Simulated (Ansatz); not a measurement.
# From spin parameters to the magnetic ion

A crystal has the composition MClO, where M is a 3d element. A calculation (PBE+U, spin-orbit coupling in second variation, Ansatz) gives:

- S: 3/2
- g, averaged over the cell's ions: 1.9815, 1.9834, 1.9840
- D, with anisotropic exchange: +0.357 cm⁻¹ (+10.7 GHz)
- E: +0.102 cm⁻¹ (+3.05 GHz)
- moment in its sphere: 2.49 μB

Q: Name the magnetic ion and its oxidation state.

The crystal is CrClO, space group Pmmn. The spin sits on Cr, with 4 O + 2 Cl at 1.98 to 2.32 Å round it. With the usual charges of the other elements M must be +3. High-spin ions of that charge with S = 3/2 are d3 and d7, Cr and Ni; the sign of the g shift picks Cr³⁺ d³. Low-spin ions are left aside. The shift is negative: in a shell less than half full the orbital moment opposes the spin.

[Hosts, paths, dates, database ids (printed as entryN), source tags and the programs' standing remarks are cut or masked in the printed files.]
